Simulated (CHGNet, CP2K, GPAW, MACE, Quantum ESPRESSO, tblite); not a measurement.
# What went wrong? Quantum ESPRESSO on twisted graphene double bilayer, 21.79° (56 atoms)

Program: Quantum ESPRESSO 7.5, a calculation on a cell of 56 C, with vacuum.

Input file pw.in:

```
&control
  calculation = 'scf'
  pseudo_dir = './pseudo'
  outdir = './tmp'
  disk_io = 'none'
  tprnfor = .true.
/
&system
  ibrav = 0
  nat = 56
  ntyp = 1
  ecutwfc = 45
  ecutrho = 360
  nosym = .true.
  occupations = 'smearing'
  smearing = 'fd'
  degauss = 0.003675
  nbnd = 44
/
&electrons
  conv_thr = 2.8e-07
  electron_maxstep = 50
  mixing_beta = 0.2
  mixing_mode = 'local-TF'
  diagonalization = 'david'
/
ATOMIC_SPECIES
C 12.011 C.upf
CELL_PARAMETERS angstrom
6.50850 0.00000 0.00000
-3.25425 5.63653 0.00000
0.00000 0.00000 24.08000
ATOMIC_POSITIONS crystal
C 0.18984 0.23612 0.28870
C 0.25173 0.06030 0.28522
C 0.32355 0.66989 0.29066
C 0.37529 0.47871 0.29133
C 0.48092 0.09314 0.29266
C 0.52342 0.89775 0.29006
C 0.62087 0.52087 0.29227
C 0.65598 0.33728 0.28853
C 0.75855 0.96131 0.28973
C 0.81280 0.77683 0.29177
[... 42 atom lines left out ...]
C 0.17634 0.94469 0.70981
C 0.14147 0.71516 0.71046
C 0.32426 0.66217 0.71010
C 0.29327 0.42945 0.71259
K_POINTS gamma
```

On the command line:

```console
> OMP_NUM_THREADS=1 mpirun -np 2 pw.x -in pw.in > output.txt
```

The log of the run:

```text
Program PWSCF
     gamma-point specific algorithms are used
 %%%%%%%%%%%%%%%%%%%%%%%%%%%%%%%%%%%%%%%%%%%%%%%%%%%%%%%%%%%%%%%%%%%%%%%%%%%%%%
     Error in routine setup (1):
     too few bands
 %%%%%%%%%%%%%%%%%%%%%%%%%%%%%%%%%%%%%%%%%%%%%%%%%%%%%%%%%%%%%%%%%%%%%%%%%%%%%%
```

It took 0.54 s on 2 MPI ranks of Arm Neoverse V1, shared host; peak memory 0.15 GiB.

Banners, paths, timers and routine set-up lines are dropped from the logs unmarked, and long logs keep their key lines alone; longer cuts are marked.

**Question.** Which part of the input is at fault, and how is it mended?

Too few bands: bands 44. Mend: ask for at least half as many bands as electrons, and some more for the smearing.

The program stopped at the start.

[Also dropped from logs without a mark: logging warnings of Python, and SIESTA's first energy breakdown and zero terms.]

[Logs are printed without paths, hosts, clocks, repeated set-up lines and the standing remarks that a program may print on its own settings, such as how far it seeks lower states.]

[Hosts, paths, dates, database ids (printed as entryN), source tags and the programs' standing remarks are cut or masked in the printed files.]
